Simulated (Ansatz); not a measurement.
# The gap of BaSrTi2O6 (perovskite [001] superlattice) (P4mm): a ladder of methods and an error budget, part 2 of 2

Aim: a best estimate of the quasiparticle gap of BaSrTi2O6 (perovskite [001] superlattice) (P4mm), with each correction and its cost laid out.

Ansatz 0.2.0; density functionals, hybrids, G0W0, plane waves, PAW. Known limits of the many-body steps: not at the basis limit; no spin-orbit coupling.

So far. Step 3 (PBEsol bands): The gap is indirect, with the least direct gap 0.38 eV higher. The relaxed cell has a = 3.924, c = 7.932 Å (conventional setting).

The structure was built from a prototype and need not be the compound's stable phase.

## 4. PBEsol+SOC

Spin-orbit coupling can split or shift the edges; a non-collinear run measures by how much.

This step: DFT, PBEsol with spin-orbit coupling, plane waves, PAW; PAW set soft_1.

The input, input.yaml:

```yaml
crystal:
  lattice:
    - [3.9242187103, 0.0, 0.0]
    - [0.0, 3.9242187103, 0.0]
    - [0.0, 0.0, 7.9315891153]
  atoms:
    - { symbol: Sr, position: [0.0, 0.0, 0.1282431578] }
    - { symbol: O, position: [0.5, 0.5, 0.1181215293] }
    - { symbol: Ti, position: [0.5, 0.5, 0.3763421795] }
    - { symbol: O, position: [0.5, 0.0, 0.3600198358] }
    - { symbol: O, position: [0.0, 0.5, 0.3600198358] }
    - { symbol: Ba, position: [0.0, 0.0, 0.6260799679] }
    - { symbol: O, position: [0.5, 0.5, 0.6139620411] }
    - { symbol: Ti, position: [0.5, 0.5, 0.886394246] }
    - { symbol: O, position: [0.5, 0.0, 0.8753886348] }
    - { symbol: O, position: [0.0, 0.5, 0.8753886348] }
kpoints:
  mp_grid: { grid: [6, 6, 4] }
  band_path:
    path:
      - [0.0, 0.0, 0.0]
      - [0.0, 0.5, 0.0]
      - [0.5, 0.5, 0.0]
      - [0.0, 0.0, 0.5]
      - [0.0, 0.5, 0.5]
      - [0.5, 0.5, 0.5]
    npoints: 1
hamiltonian:
  xc: pbesol
  pseudopotentials: { kind: paw_fr, azcp: { folder: soft_1 }, xc_functional: pbe }
scf:
  occupations: { method: fixed }
  n_extra_bands: 14
magnetization:
  noncollinear: true
  spin_orbit: true
output:
  eigenvalues: true
  forces: true
  stress: true
  write_density: true
  write_potential: true
  elf: true
  volumetric_format: npy
```

Launch:

```
$ ansatz run input.yaml --threads 3 --pin off --max-ram 92160MiB --backend cuda --events-out ev --progress --plain --runs-dir out --devices 1 --max-vram 13GiB
```

Numbers of over 12 decimals in the logs are rounded to 6 here.

The log of the run:

```text
[...]
GPUs: using 1 of 1 available (devices: 1).
[...]
non-collinear run that drives no moment, with spin-orbit: no starting moment large enough to seed its density (crystal.atoms[].spin), no starting occupations that ask for one, no magnetisation constraint and no magnetic field, so the semilocal B_xc is pinned to zero
[...]
k-point 1: bands = [... 76 lower, 9.7381, 9.7381, 9.7983, 9.7983, 12.0790, 12.0790, 12.1922, 12.1922, ... 10 higher]
  k-point 2: bands = [... 76 lower, 9.6426, 9.6426, 9.7060, 9.7060, 12.1159, 12.1159, 12.1536, 12.1536, ... 10 higher]
  k-point 29: bands = [... 76 lower, 10.1481, 10.1481, 10.1858, 10.1858, 14.2545, 14.2545, 14.2642, 14.2642, ... 10 higher]
[key lines of the parts left out:]
SCF converged after 11 iterations
Magnetization: |M| = 0.0000 μB,  M = (+0.0000, +0.0000, +0.0000) μB
Free energy (F): -17690.311508 eV
Fermi energy:    10.203198 eV
P = ⅓ Tr σ = 0.0044 GPa (0.044 kbar)
```

Wall time 11 s (1 × NVIDIA H100 80GB HBM3 (shared by 6 runs) with 3 threads of AMD EPYC 7R13 (Zen 3), shared host); peak memory 1.3 GiB.

Numbers from this step:

```yaml
pressure: 0.004389 GPa
gap: 1.855 eV
valence_top_at: M
conduction_bottom_at: Γ
least_direct_gap: 2.205 eV
```

The gap is that of PBEsol.

## 5. HSE06

HSE06 mixes in a quarter of exact exchange at short range. Exchange couples all pairs of k points, which makes a full band path dear, so levels are read on the mesh and at chosen points.

This step: DFT, HSE06, plane waves, PAW; PAW set soft_1.

Edit input.yaml of step 4 so:

```diff
@@ -17,3 +17,3 @@
 kpoints:
-  mp_grid: { grid: [6, 6, 4] }
+  mp_grid: { grid: [4, 4, 2] }
   band_path:
@@ -28,17 +28,8 @@
 hamiltonian:
-  xc: pbesol
-  pseudopotentials: { kind: paw_fr, azcp: { folder: soft_1 }, xc_functional: pbe }
+  xc: hse06
+  pseudopotentials: { kind: paw, azcp: { folder: soft_1 } }
 scf:
   occupations: { method: fixed }
-  n_extra_bands: 14
-magnetization:
-  noncollinear: true
-  spin_orbit: true
+  n_extra_bands: 7
 output:
   eigenvalues: true
-  forces: true
-  stress: true
-  write_density: true
-  write_potential: true
-  elf: true
-  volumetric_format: npy
```

The log of the run:

```text
[...]
GPUs: using 1 of 1 available (devices: 1).
[...]
davidson cushion auto → on  (no smearing: the cushion is to keep the highest requested band from converging to the state above it; pin scf.eigensolver.cushion to override)
[...]
GPU FFT provider: cuFFT
GPU libraries: cuBLAS 13.8.2, cuFFT 12.4.0, cuSOLVER 12.3.4
Crystal: 10 atoms, lattice volume = 122.142 Å³
Basis set: ecut = 420 eV, 2403 PW (Γ)
[...]
Fermi energy:    9.324136 eV
[...]
--- Band table (eV; the first three rows and the last of 12) ---
  k-point 0: bands = [... 36 lower, 8.5699, 8.8760, 8.9409, 8.9409, 12.6759, 12.8432, 12.8924, 12.8924, ... 3 higher]
  k-point 1: bands = [... 36 lower, 8.7065, 8.7065, 8.7709, 8.7709, 12.7427, 12.7724, 13.7812, 13.7812, ... 3 higher]
  k-point 2: bands = [... 36 lower, 7.9709, 8.5448, 8.6151, 8.6489, 12.9615, 13.7579, 13.7638, 13.8461, ... 3 higher]
  k-point 11: bands = [... 36 lower, 8.6991, 8.6991, 9.2725, 9.3054, 15.0573, 15.0573, 15.0991, 15.0991, ... 3 higher]
[key lines of the parts left out:]
Free energy (F): -17919.839841 eV
```

Elapsed: 19 s, on 1 × NVIDIA H100 80GB HBM3 (shared by 6 runs) with 3 threads; peak memory 1.4 GiB.

Numbers from this step:

```yaml
gap: 3.352 eV
valence_top_at: M
conduction_bottom_at: Γ
least_direct_gap: 3.735 eV
```

The gap stands +1.50 eV against PBEsol.

## 6. G0W0, 6×6×4 mesh, 104 empty bands, screening to 52 eV, PAW set soft_1 files

G0W0 replaces the xc potential by the self-energy, built once from these orbitals. Only a window of levels is corrected, while the sums run over the empty bands that the input names. This step takes PAW set soft_1 files.

This step: G0W0 on PBEsol, plane waves, PAW; PAW set soft_1.

Edit input.yaml of step 5 so:

```diff
@@ -17,19 +17,13 @@
 kpoints:
-  mp_grid: { grid: [4, 4, 2] }
-  band_path:
-    path:
-      - [0.0, 0.0, 0.0]
-      - [0.0, 0.5, 0.0]
-      - [0.5, 0.5, 0.0]
-      - [0.0, 0.0, 0.5]
-      - [0.0, 0.5, 0.5]
-      - [0.5, 0.5, 0.5]
-    npoints: 1
+  mp_grid: { grid: [6, 6, 4] }
 hamiltonian:
-  xc: hse06
-  pseudopotentials: { kind: paw, azcp: { folder: soft_1 } }
+  xc: pbesol
+  pseudopotentials: { kind: paw, azcp: { folder: soft_1 }, xc_functional: pbe }
 scf:
   occupations: { method: fixed }
-  n_extra_bands: 7
-output:
-  eigenvalues: true
+gw:
+  n_empty_bands: 104
+  ecut_chi: 52
+  qp_bands: [v3, c3]
+  qp_kpoints: band_edges
+  screening: { model: contour_deformation }
```

The log of the run:

```text
GPUs: using 1 of 1 available (devices: 1).
[...]
GPU FFT provider: cuFFT
GPU libraries: cuBLAS 13.8.2, cuFFT 12.4.0, cuSOLVER 12.3.4
Crystal: 10 atoms, lattice volume = 122.142 Å³
Basis set: ecut = 420 eV, 2403 PW (Γ)
Bands: 50, of which v1, the nominal top of the filled ones, is band 40 counted from 1 (39 counted from 0)
Symmetry: 8 space group operations
[...]
k-points: 30 of 144 (time reversal used)
[...]
29    39     10.1513   -25.8117     5.0781   -20.7219  0.7325    10.1397    10.1397  root
    29    40     10.1890   -25.8719     5.0835   -20.7760  0.7327    10.1766    10.1766  root
    29    41     14.2627   -14.6702    -6.7265   -23.2881  0.7008    16.2979    16.1542  root ?
    29    42     14.2627   -14.6702    -6.7265   -23.2881  0.7008    16.2979    16.1542  root ?
    29    43     14.3029   -14.5852    -6.8022   -23.2729  0.6988    16.3354    16.1884  root ?
[key lines of the parts left out:]
SCF converged after 11 iterations
Free energy (F): -17684.902248 eV
Fermi energy:    10.205847 eV
```

The job ended after 40 s (1 × NVIDIA H100 80GB HBM3 (shared by 6 runs) with 3 threads; peak memory 1.4 GiB; 66 s of CPU time).

Numbers from this step:

```
bands summed                                 : 144
RPA ε∞ on this mesh (eigenvalues)            : 5.827, 6.257, 6.257
plane waves in the screening matrix          : 117
G0W0 gap on the mesh                         : 3.713 eV
k of the valence top                         : -0.5, -0.5, 0
k of the conduction bottom                   : 0, 0, 0
starting gap on the mesh                     : 1.856 eV
least direct G0W0 gap on the computed points : 4.033 eV
```

The gap on the mesh goes from 1.86 eV to 3.71 eV, a correction of +1.86 eV. Between the two edge states, bare exchange in place of the xc potential would open the gap by 12.77 eV, and correlation takes back 10.91 eV.

## 7. G0W0, 6×6×4 mesh, 411 empty bands, screening to 130 eV, PAW set soft_1 files

Another rung: the empty bands reach about as high as the screening cutoff, so the two stay in balance.

Edit input.yaml of step 6 so:

```diff
@@ -24,4 +24,4 @@
 gw:
-  n_empty_bands: 104
-  ecut_chi: 52
+  n_empty_bands: 411
+  ecut_chi: 130.0
   qp_bands: [v3, c3]
```

The log of the run:

```text
GPUs: using 1 of 1 available (devices: 1).
[...]
GPU FFT provider: cuFFT
GPU libraries: cuBLAS 13.8.2, cuFFT 12.4.0, cuSOLVER 12.3.4
Crystal: 10 atoms, lattice volume = 122.142 Å³
Basis set: ecut = 420 eV, 2403 PW (Γ)
Bands: 50, of which v1, the nominal top of the filled ones, is band 40 counted from 1 (39 counted from 0)
Symmetry: 8 space group operations
[...]
k-points: 30 of 144 (time reversal used)
[...]
GPU buffer pool allocated for 39366 grid points (all kernels)
[...]
SCF iter   1: F=—  HF=-17685.721224 eV  |F-HF|=—  |Δ(HF+E_count)|=         —  Δρ=5.49e-2  dr2=4.18e0  ethr=3.10e-3  ⟨swp⟩=4.8  Hψ=5561  notcnv=0  defer=175
[...]
SCF iter  11: F=-17684.902248 eV  HF=-17684.902248 eV  |F-HF|=2.60e-9  |Δ(HF+E_count)|=   2.19e-8  Δρ=4.03e-6  dr2=1.67e-8  ethr=1.25e-10  ⟨swp⟩=13.7  Hψ=6685  notcnv=0
SCF 1 converged in 11 iterations: F = -17684.902248 eV  dr2 = 1.67e-8
[...]
G₀W₀ screening: q 1/30
[... further progress lines ...]
SCF converged after 11 iterations
Free energy (F): -17684.902248 eV
[...]
Internal energy: -17684.902248 eV  (E = F + TS)
E sigma→0 (E₀):  -17684.902248 eV
Fermi energy:    10.205847 eV
[...]
--- Band table (eV; the first three rows and the last of 30) ---
  k-point 0: bands = [... 36 lower, 9.5034, 9.7843, 9.8209, 9.8209, 12.0618, 12.2173, 12.2972, 12.2972, ... 6 higher]
  k-point 1: bands = [... 36 lower, 9.5417, 9.5417, 9.7679, 9.7679, 12.0821, 12.1952, 12.5795, 12.5795, ... 6 higher]
  k-point 2: bands = [... 36 lower, 9.6196, 9.6196, 9.6756, 9.6756, 12.1190, 12.1566, 13.1302, 13.1302, ... 6 higher]
  k-point 29: bands = [... 36 lower, 9.6040, 9.6040, 10.1513, 10.1890, 14.2627, 14.2627, 14.3029, 14.3029, ... 6 higher]
[...]
bands read: the sum over 451 bands ends inside a degenerate multiplet in 2 slots, whose members it reads at an even weight; the widest, k=2: bands 451 to 452 (counted from 1) at 1/2 each
[...]
0    38      9.7843   -26.1108     4.3883   -21.3695  0.7307     9.4291     9.4314  root
     0    39      9.8209   -25.7406     4.2308   -21.1678  0.7310     9.4768     9.4789  root
     0    40      9.8209   -25.7406     4.2308   -21.1678  0.7310     9.4768     9.4789  root
     0    41     12.0618   -12.5921    -6.3965   -20.2746  0.7440    13.3788    13.3479  root
     0    42     12.2173   -12.8882    -6.6096   -20.8233  0.7379    13.5778    13.5428  root
     0    43     12.2972   -13.1008    -6.0571   -20.4205  0.7424    13.5894    13.5597  root
     1    38      9.5417   -25.8683     4.5058   -20.9755  0.7283     9.1519     9.1547  root
     1    39      9.7679   -25.7731     4.2955   -21.1261  0.7302     9.4141     9.4164  root
     1    40      9.7679   -25.7731     4.2955   -21.1261  0.7302     9.4141     9.4164  root
     1    41     12.0821   -12.6295    -6.4268   -20.3481  0.7432    13.4055    13.3740  root
     1    42     12.1952   -12.8422    -6.5744   -20.7356  0.7388    13.5485    13.5141  root
     1    43     12.5795   -13.5072    -6.0890   -20.8603  0.7361    13.8752    13.8436  root
     2    38      9.6196   -25.8649     4.4310   -21.0616  0.7289     9.2447     9.2473  root
     2    39      9.6756   -25.7858     4.3939   -21.0238  0.7292     9.3050     9.3076  root
     2    40      9.6756   -25.7858     4.3939   -21.0238  0.7292     9.3050     9.3076  root
     2    41     12.1190   -12.7027    -6.4939   -20.5017  0.7415    13.4568    13.4241  root
     2    42     12.1566   -12.7605    -6.5024   -20.5679  0.7406    13.4946    13.4616  root
     2    43     13.1302   -14.1265    -6.3806   -21.8018  0.7220    14.4645    14.4249  root
     3    38      9.2288   -25.1356     4.4704   -20.2746  0.7206     8.8348     8.8382  root
     3    39      9.5968   -25.4226     4.0643   -21.0311  0.7306     9.2677     9.2696  root
     3    40      9.7020   -25.9557     4.3723   -21.2276  0.7304     9.3439     9.3462  root
     3    41     12.3231   -13.1506    -6.1065   -20.5270  0.7414    13.6234    13.5930  root
     3    42     12.6308   -13.5938    -6.2714   -21.1277  0.7314    13.9266    13.8933  root
     3    43     12.6851   -13.5797    -6.2156   -21.0766  0.7337    14.0000    13.9664  root
[...]
28    42     14.0861   -14.7334    -7.1415   -23.1914  0.6947    15.4606    15.4026  root
    28    43     14.4604   -13.7196    -7.9429   -22.9750  0.6834    15.8380    15.7729  root
    29    38      9.6040   -25.2596     4.6480   -20.1954  0.7216     9.1840     9.1877  root
    29    39     10.1513   -25.8117     4.7185   -20.7219  0.7214     9.7773     9.7800  root
    29    40     10.1890   -25.8719     4.7239   -20.7760  0.7214     9.8143     9.8170  root
    29    41     14.2627   -14.6702    -7.3009   -23.2881  0.6908    15.6399    15.5797  root
    29    42     14.2627   -14.6702    -7.3009   -23.2881  0.6908    15.6399    15.5797  root
    29    43     14.3029   -14.5852    -7.3719   -23.2729  0.6887    15.6806    15.6187  root
```

The job ended after 2.6 min (1 × NVIDIA H100 80GB HBM3 (shared by 6 runs) with 3 threads; peak memory 2.8 GiB).

This step gave:

```yaml
bands_summed: 451
rpa_eps_infinity_on_this_mesh_eigenvalues: 5.732, 6.160, 6.160
plane_waves_in_the_screening_matrix: 419
q_points_in_the_mesh: 144
g0w0_gap_on_the_mesh: 3.508 eV
k_of_the_valence_top: -0.5, -0.5, 0
k_of_the_conduction_bottom: 0, 0, 0
starting_gap_on_the_mesh: 1.856 eV
z_at_the_valence_top: 0.7216
z_at_the_conduction_bottom: 0.7440
least_direct_g0w0_gap_on_the_computed_points: 3.869 eV
```

Against the run with 6×6×4 mesh, 104 empty bands, screening to 52 eV, PAW set soft_1 files, the gap moves by −0.20 eV.

Limits: finite bands, cutoff and mesh; no spin-orbit coupling. v1 is the top filled band, c1 the lowest empty one. Levels before and after the correction, in eV, zero at the valence-band top of each column:

```
           conduction bottom  valence top
Kohn-Sham               1.86         0.00
     G0W0               3.51         0.00
```

```
                         level  occupation  energy (eV)
Kohn-Sham                 Γ v3           2       -0.422
Kohn-Sham              Γ v2-v1           2       -0.385
Kohn-Sham                 Γ c1           0        1.856
Kohn-Sham                 Γ c2           0        2.011
Kohn-Sham                 Γ c3           0        2.091
Kohn-Sham     (-0.5 -0.5 0) v3           2       -0.113
Kohn-Sham     (-0.5 -0.5 0) v2           2       -0.071
Kohn-Sham     (-0.5 -0.5 0) v1           2        0.000
Kohn-Sham  (-0.5 -0.5 0) c1-c2           0        3.805
Kohn-Sham     (-0.5 -0.5 0) c3           0        4.225
     G0W0                 Γ v3           2       -0.409
     G0W0              Γ v2-v1           2       -0.361
     G0W0                 Γ c1           0        3.508
     G0W0                 Γ c2           0        3.703
     G0W0                 Γ c3           0        3.720
     G0W0     (-0.5 -0.5 0) v3           2       -0.125
     G0W0     (-0.5 -0.5 0) v2           2       -0.082
     G0W0     (-0.5 -0.5 0) v1           2        0.000
     G0W0  (-0.5 -0.5 0) c1-c2           0        5.488
     G0W0     (-0.5 -0.5 0) c3           0        5.904
```

The parts of the quasiparticle energy at the two band edges (eV; QP = start + Σx + Σc − Vxc):

```
      run               edge  start      Σx     Σc     Vxc     Z     QP
144 bands        valence top  10.21  -25.92   5.08  -20.83  0.73  10.20
144 bands  conduction bottom  12.06  -12.59  -5.83  -20.27  0.75  13.91
451 bands        valence top  10.21  -25.92   4.72  -20.83  0.72   9.84
451 bands  conduction bottom  12.06  -12.59  -6.40  -20.27  0.74  13.35
```

## 8. The ladder

Times are wall times on 1 × NVIDIA H100 80GB HBM3 (shared by 6 runs) with 3 threads of AMD EPYC 7R13 (Zen 3), shared host, good to a factor of about two. G0W0 rows are gaps on the mesh, lowered by the amount that the mesh misses the start's edges, a rough step that assumes the same correction there.

```
                        level  gap (eV)  least direct gap (eV)     time
                       PBEsol      1.86                   2.24     15 s
                   PBEsol+SOC      1.86                   2.21     11 s
                        HSE06      3.35                   3.73     19 s
G0W0@PBEsol (104 empty bands)      3.71                      -     40 s
G0W0@PBEsol (411 empty bands)      3.51                      -  2.6 min
```

## 9. Adding up the best estimate

```
                                                                   term      eV  running total (eV)
                                             G0W0 on the mesh, top rung   3.508               3.508
to the limit, by a line in one over the bands through the two top rungs  −0.096               3.412
                                         spin-orbit change, from PBEsol  −0.001               3.411
```

## 10. Outcome

```json
{
  "PBEsol gap": "1.86 eV, indirect",
  "HSE06": "3.35 eV",
  "G0W0, top rung on the mesh": "3.51 eV",
  "best estimate, G0W0@PBEsol with spin-orbit change": "3.41 eV",
  "GW settings of the top rung": "6×6×4 mesh, 411 empty bands, screening to 130 eV, PAW set soft_1 files",
  "known limits": "one-shot GW, static lattice; one k mesh, untested"
}
```

**Reading.** The best estimate for G0W0@PBEsol is 3.41 eV, indirect by PBEsol+SOC, against 1.86 eV at the start (both with spin-orbit coupling). The limit rests on the two highest rungs, unchecked by another pair. Among the functionals HSE06 comes nearest: −0.06 eV from the estimate. All runs took 5.7 min, 58 % of it in G0W0.

[Paths, hosts, dates, memory and timing lines, banners, echoed tables and standing remarks are left out of the program output.]

[Logs are printed without paths, hosts, clocks, repeated set-up lines and the standing remarks that a program may print on its own settings, such as how far it seeks lower states.]

[Runs of the session that timed out or met a known fault of the program may be left out.]

[Cells called generated may have been cut or substituted from an entry of the Crystallography Open Database or the Materials Project.]

[Hosts, paths, dates, database ids (printed as entryN), source tags and the programs' standing remarks are cut or masked in the printed files.]
